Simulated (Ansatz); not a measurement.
# TlMo, from a guessed structure to a relaxed one, part 2 of 2

Starting from a made-up structure for TlMo, the aim is the relaxed cell, its shortest contacts and, where a second run follows, its electronic structure.

Ansatz 0.2.0; DFT, PBEsol, plane-wave PAW, files of the set soft_1, scalar-relativistic, no spin, cell and ions relaxed at zero pressure; PAW set soft_1 (the session's first sound run).

So far: Set-up; Relaxing cell and atoms. The relaxed cell has a = 3.036, c = 4.662 Å (conventional setting).

## Step 3: Bands of the relaxed cell

A second self-consistent run takes a narrower smearing and the mesh shown in its input; the bands follow along the standard path of the relaxed lattice.

This step: DFT, PBEsol, plane-wave PAW, files of the set soft_1, scalar-relativistic, no spin, bands and density of states at the relaxed cell; PAW set soft_1 (Ansatz 0.2.0).

input.yaml reads:

```yaml
crystal:
  lattice:
    - [3.035823091, 0.0, 0.0]
    - [-1.5179115455, 2.6290999182, 0.0]
    - [0.0, 0.0, 4.6621991345]
  atoms:
    - { symbol: Tl, position: [0.0, 0.0, 0.0] }
    - { symbol: Mo, position: [0.3333333333, 0.6666666667, 0.5] }
kpoints:
  mp_grid: { grid: [12, 12, 8] }
  band_path:
    path:
      - [[0.0, 0.0, 0.0], [0.5, 0.0, 0.0], [0.33333333, 0.33333333, 0.0], [0.0, 0.0, 0.0], [0.0, 0.0, 0.5], [0.5, 0.0, 0.5], [0.33333333, 0.33333333, 0.5], [0.0, 0.0, 0.5]]
      - [[0.5, 0.0, 0.5], [0.5, 0.0, 0.0]]
      - [[0.33333333, 0.33333333, 0.0], [0.33333333, 0.33333333, 0.5]]
    npoints: 8
scf:
  occupations: { method: fermi_dirac, width: 0.03 }
  n_extra_bands: 6
hamiltonian:
  xc: pbesol
  pseudopotentials: { kind: paw, azcp: { folder: soft_1 }, xc_functional: pbe }
output:
  forces: true
  stress: true
  write_bands: true
  dos: { projected: true }
  write_density: true
  write_potential: true
  elf: true
  volumetric_format: npy
```

On the command line:

```sh
$ ansatz run input.yaml --threads 4 --pin off --max-ram 8192MiB --backend cpu --events-out ev --progress --plain --runs-dir out
```

Numbers of over 12 decimals in the logs are rounded to 6 here.

Output:

```text
[...]
Crystal: 2 atoms, lattice volume = 37.211 Å³
Basis set: ecut = 420 eV, 711 PW (Γ), exchange–correlation on 48×48×64 points (8 copies of the dense FFT grid, shifted against one another)
Bands: 20, of which v1, the nominal top of the filled ones, is band 14 counted from 1 (13 counted from 0)
Symmetry: 12 space group operations
[...]
k-points: 95 of 1152 (time reversal used)
[...]
SCF iter   1: F=—  HF=-16195.558357 eV  |F-HF|=—  |Δ(HF+E_count)|=         —  Δρ=1.07e-1  dr2=7.52e0  ethr=3.10e-3  ⟨swp⟩=5.8  Hψ=8548  notcnv=0
[...]
SCF iter   8: F=-16193.644612 eV  HF=-16193.644612 eV  |F-HF|=4.71e-9  |Δ(HF+E_count)|=   2.24e-8  Δρ=4.40e-6  dr2=5.75e-9  ethr=2.97e-10  ⟨swp⟩=5.0  Hψ=10033  notcnv=0
SCF 1 converged in 8 iterations: F = -16193.644612 eV  dr2 = 5.75e-9
[...]
NSCF: frozen V_eff on 75 k-points
SCF converged after 8 iterations
Free energy (F): -16193.644612 eV
[...]
Internal energy: -16193.638630 eV  (E = F + TS)
E sigma→0 (E₀):  -16193.641621 eV
Entropy (-TS):   -0.005982 eV (-2.991 meV/atom)
Fermi energy:    17.387256 eV
[...]
--- Stress (GPa, compression-positive) ---
       -0.308798      -0.000000       0.000000
       -0.000000      -0.308798       0.000000
        0.000000       0.000000       0.728973
  P = ⅓ Tr σ = 0.0371 GPa (0.371 kbar)
--- Band table (eV; the first three rows and the last of 95) ---
  k-point 0: bands = [... 10 lower, 14.1405, 15.6235, 16.8374, 16.8374, 18.5217, 18.5217, 21.6785, 29.0036, ... 2 higher]
  k-point 1: bands = [... 10 lower, 13.7469, 15.5061, 16.8586, 16.8586, 18.5178, 18.5178, 22.3785, 28.8234, ... 2 higher]
  k-point 2: bands = [... 10 lower, 12.8011, 15.3664, 16.9143, 16.9143, 18.5024, 18.5024, 24.0348, 28.5610, ... 2 higher]
  k-point 94: bands = [... 10 lower, 14.4383, 15.4065, 16.3693, 17.3768, 17.7284, 20.0913, 20.9432, 22.6990, ... 2 higher]
```

Wall time 1.8 s (4 threads of Intel Xeon Platinum 8559C (Emerald Rapids), shared host); peak memory 0.46 GiB.

Numbers from this step:

* free energy: -16193.6446 eV
* energy at zero smearing: -16193.6416 eV
* smearing term TS: 0.005982 eV
* Fermi energy: 17.39 eV
* pressure: 0.03713 GPa

bands.tsv at the labelled points (eV, zero at the Fermi level; the bands that come nearest the Fermi level along the path):

| point | band 11 | band 12 | band 13 | band 14 | band 15 | band 16 | band 17 | band 18 |
| --- | --- | --- | --- | --- | --- | --- | --- | --- |
| Γ | -3.25 | -1.76 | -0.55 | -0.55 | 1.13 | 1.13 | 4.29 | 11.62 |
| M | -4.15 | -3.00 | -2.36 | 0.74 | 2.86 | 3.34 | 5.32 | 5.87 |
| K | -2.38 | -2.30 | -1.96 | -0.78 | 0.74 | 1.45 | 3.54 | 9.09 |
| Γ | -3.25 | -1.76 | -0.55 | -0.55 | 1.13 | 1.13 | 4.29 | 11.62 |
| A | -5.94 | -2.12 | -0.38 | -0.38 | 1.08 | 1.08 | 9.52 | 11.89 |
| L | -3.34 | -3.21 | -0.47 | -0.10 | 1.03 | 2.09 | 2.87 | 6.95 |
| H | -2.95 | -1.98 | -1.02 | -0.01 | 0.34 | 2.70 | 3.56 | 5.31 |
| A | -5.94 | -2.12 | -0.38 | -0.38 | 1.08 | 1.08 | 9.52 | 11.89 |
| L | -3.34 | -3.21 | -0.47 | -0.10 | 1.03 | 2.09 | 2.87 | 6.95 |
| M | -4.15 | -3.00 | -2.36 | 0.74 | 2.86 | 3.34 | 5.32 | 5.87 |
| K | -2.38 | -2.30 | -1.96 | -0.78 | 0.74 | 1.45 | 3.54 | 9.09 |
| H | -2.95 | -1.98 | -1.02 | -0.01 | 0.34 | 2.70 | 3.56 | 5.31 |

Counts of states for the cell as run, both spins, by energy window (eV from the Fermi level):

```csv
from,to,total
-8,-7,0.31
-7,-6,0.34
-6,-5,0.52
-5,-4,0.26
-4,-3,1.05
-3,-2,1.90
-2,-1,2.17
-1,0,1.64
0,1,2.02
1,2,1.51
2,3,1.32
3,4,0.81
4,5,0.89
5,6,0.71
```

Below -8 eV lie 18.8 more states.

Electrostatic potential energy in the ac plane at fractional y = 0.667, with atoms of Mo within 0.2 Å of it. With pseudopotentials it is smooth inside the atoms' cores, unlike the true potential.

Ten even steps from '0' (-55 eV) to '9' (18 eV):
```
7899999999876667
8999999999987777
9999999999998888
9999999999999999
9999999999999999
9999999999999999
9998877889999999
9876555578999999
9864222346899999
8642000125799999
8631000014689999
8520000013689999
8631000014689999
8642000125799999
9864222346899999
9876555578999999
9998877889999999
9999999999999999
9999999999999999
9999999999999999
9999999999998888
8999999999987777
7899999999876667
7899999999876666
```
Columns run along a (3.0 Å; values clipped at the 3rd and 97th percentile), rows up along c (4.7 Å). Atoms in or near the plane, at fractional coordinates: Mo at (0.33, 0.50).

Valence density in the ac plane at fractional y = 0.667, with atoms of Mo within 0.2 Å of it. It is the smooth field of the valence electrons, not physical close to the nuclei.

Values in e/Å³, 21 rows by 16 columns, each cell a mean:
```
0.7 0.5 0.3 0.2 0.2 0.2 0.2 0.2 0.2 0.3 0.5 0.7 0.9 1.1 1.1 0.9
0.5 0.4 0.3 0.2 0.2 0.2 0.2 0.2 0.2 0.3 0.4 0.5 0.7 0.8 0.8 0.7
0.4 0.3 0.2 0.2 0.2 0.2 0.2 0.2 0.2 0.3 0.3 0.4 0.5 0.5 0.5 0.5
0.3 0.3 0.2 0.2 0.2 0.2 0.2 0.2 0.2 0.2 0.3 0.3 0.3 0.3 0.3 0.3
0.2 0.2 0.2 0.3 0.3 0.3 0.3 0.3 0.3 0.2 0.2 0.2 0.2 0.2 0.2 0.2
0.2 0.3 0.3 0.4 0.6 0.7 0.6 0.5 0.4 0.3 0.2 0.2 0.2 0.2 0.2 0.2
0.3 0.3 0.6 0.9 1.4 1.8 1.7 1.3 0.8 0.5 0.3 0.2 0.2 0.2 0.2 0.2
0.4 0.6 1.3 2.4 3.6 4.2 4.1 3.2 2.0 1.0 0.5 0.3 0.2 0.2 0.2 0.3
0.5 1.0 2.3 4.1 5.6 6.3 6.2 5.2 3.5 1.8 0.8 0.4 0.3 0.2 0.2 0.3
0.6 1.4 3.1 5.2 6.6 7.0 6.9 6.3 4.6 2.5 1.1 0.5 0.3 0.3 0.3 0.3
0.6 1.4 3.2 5.3 6.7 7.0 7.0 6.4 4.6 2.5 1.1 0.5 0.3 0.3 0.3 0.3
0.5 1.1 2.4 4.3 5.8 6.4 6.3 5.4 3.7 1.9 0.8 0.4 0.3 0.2 0.2 0.3
0.4 0.7 1.4 2.6 3.8 4.5 4.4 3.5 2.2 1.1 0.5 0.3 0.2 0.2 0.2 0.3
0.3 0.4 0.7 1.2 1.8 2.2 2.1 1.6 1.0 0.5 0.3 0.2 0.2 0.2 0.2 0.2
0.2 0.3 0.3 0.5 0.6 0.7 0.7 0.6 0.4 0.3 0.2 0.2 0.2 0.2 0.2 0.2
0.2 0.2 0.2 0.3 0.3 0.3 0.3 0.3 0.3 0.2 0.2 0.2 0.2 0.2 0.2 0.2
0.3 0.2 0.2 0.2 0.2 0.2 0.2 0.2 0.2 0.2 0.3 0.3 0.3 0.3 0.3 0.3
0.4 0.3 0.2 0.2 0.2 0.2 0.2 0.2 0.2 0.3 0.3 0.4 0.4 0.5 0.5 0.4
0.5 0.4 0.3 0.2 0.2 0.2 0.2 0.2 0.2 0.3 0.4 0.5 0.7 0.8 0.8 0.6
0.6 0.4 0.3 0.2 0.2 0.2 0.2 0.2 0.2 0.3 0.5 0.7 0.9 1.1 1.1 0.9
0.7 0.5 0.3 0.2 0.2 0.2 0.2 0.2 0.3 0.3 0.5 0.8 1.1 1.2 1.2 1.0
```
Columns run along a (3.0 Å), rows up along c (4.7 Å). Atoms in or near the plane, at fractional coordinates: Mo at (0.33, 0.50).

ELF in the ac plane at fractional y = 0.667, with atoms of Mo within 0.2 Å of it. It is the smooth field of the valence electrons, not physical close to the nuclei.

Values, 21 rows by 16 columns, each cell a mean:
```
0.35 0.31 0.26 0.24 0.23 0.23 0.23 0.23 0.24 0.27 0.32 0.37 0.38 0.38 0.38 0.37
0.33 0.30 0.27 0.26 0.26 0.26 0.25 0.25 0.26 0.28 0.31 0.35 0.36 0.37 0.37 0.36
0.32 0.30 0.28 0.28 0.27 0.27 0.27 0.27 0.28 0.29 0.30 0.32 0.34 0.34 0.34 0.33
0.31 0.30 0.28 0.26 0.26 0.26 0.26 0.26 0.26 0.28 0.30 0.31 0.32 0.32 0.32 0.32
0.29 0.26 0.23 0.22 0.23 0.24 0.24 0.22 0.22 0.23 0.27 0.30 0.32 0.33 0.33 0.32
0.24 0.19 0.18 0.23 0.31 0.36 0.35 0.28 0.21 0.18 0.20 0.26 0.32 0.35 0.34 0.30
0.18 0.16 0.23 0.39 0.54 0.61 0.60 0.49 0.33 0.20 0.16 0.20 0.29 0.35 0.34 0.26
0.18 0.25 0.43 0.62 0.71 0.74 0.74 0.69 0.56 0.37 0.21 0.19 0.27 0.35 0.33 0.24
0.24 0.40 0.60 0.70 0.69 0.65 0.66 0.70 0.68 0.54 0.33 0.23 0.27 0.35 0.33 0.24
0.30 0.51 0.69 0.71 0.60 0.45 0.48 0.65 0.72 0.64 0.43 0.27 0.28 0.35 0.33 0.26
0.30 0.51 0.69 0.71 0.59 0.43 0.47 0.64 0.72 0.65 0.44 0.27 0.28 0.35 0.33 0.26
0.25 0.41 0.62 0.70 0.68 0.63 0.64 0.70 0.69 0.56 0.35 0.23 0.27 0.35 0.33 0.24
0.19 0.27 0.45 0.63 0.71 0.74 0.73 0.69 0.58 0.39 0.23 0.19 0.27 0.35 0.33 0.24
0.18 0.17 0.26 0.43 0.58 0.66 0.64 0.54 0.37 0.22 0.16 0.20 0.28 0.35 0.34 0.25
0.23 0.18 0.18 0.23 0.32 0.38 0.37 0.29 0.21 0.17 0.19 0.25 0.32 0.35 0.34 0.30
0.29 0.25 0.22 0.21 0.23 0.24 0.24 0.22 0.21 0.22 0.26 0.30 0.33 0.34 0.33 0.32
0.31 0.29 0.27 0.26 0.25 0.25 0.25 0.25 0.26 0.28 0.30 0.31 0.32 0.32 0.32 0.32
0.32 0.30 0.28 0.28 0.27 0.27 0.27 0.27 0.28 0.29 0.30 0.32 0.33 0.34 0.34 0.33
0.33 0.30 0.27 0.26 0.26 0.26 0.26 0.26 0.26 0.28 0.31 0.34 0.36 0.37 0.36 0.35
0.35 0.31 0.26 0.24 0.24 0.24 0.24 0.24 0.24 0.27 0.32 0.36 0.38 0.38 0.38 0.37
0.36 0.31 0.26 0.23 0.23 0.23 0.22 0.23 0.24 0.27 0.33 0.37 0.38 0.38 0.38 0.38
```
Columns run along a (3.0 Å), rows up along c (4.7 Å). Atoms in or near the plane, at fractional coordinates: Mo at (0.33, 0.50).

## Step 4: Outcome

```
space group, relaxed : P-6m2
conventional cell    : a = 3.036, b = 3.036, c = 4.662 Å; α = 90.0°, β = 90.0°, γ = 120.0°
volume per atom      : 18.61 Å³ (guess 24.92)
```

TlMo relaxes to P-6m2 with a = 3.036, b = 3.036 and c = 4.662 Å. The guessed volume was 34 % too large. The space group P-6m2 was held in the relaxation, so the end point is a stationary structure within it and may be a saddle against distortions or other arrangements. Bands cross the Fermi level, so it is a metal or semimetal at this level. The electron count is odd, which forces that without spin polarisation or a larger cell. On the 12×12×8 mesh with the narrower smearing (relaxed on 9×9×5) the forces vanish, as symmetry may demand, and the largest stress component is 0.729 GPa, against the relaxation's thresholds of 0.015 eV/Å and 0.05 GPa. The cutoff wasn't tested. A vector of the cell changed its length by 13 %, more than the volume shows. Spin-orbit coupling is left out, which can matter for elements this heavy. No dispersion term is used, so weakly bound directions may come out too long. The runs have no spin, and magnetism wasn't tested. Nothing here tests whether the compound is stable against decomposition.

[Logs are printed without paths, hosts, clocks, repeated set-up lines and the standing remarks that a program may print on its own settings, such as how far it seeks lower states.]

[Hosts, paths, dates, database ids (printed as entryN), source tags and the programs' standing remarks are cut or masked in the printed files.]
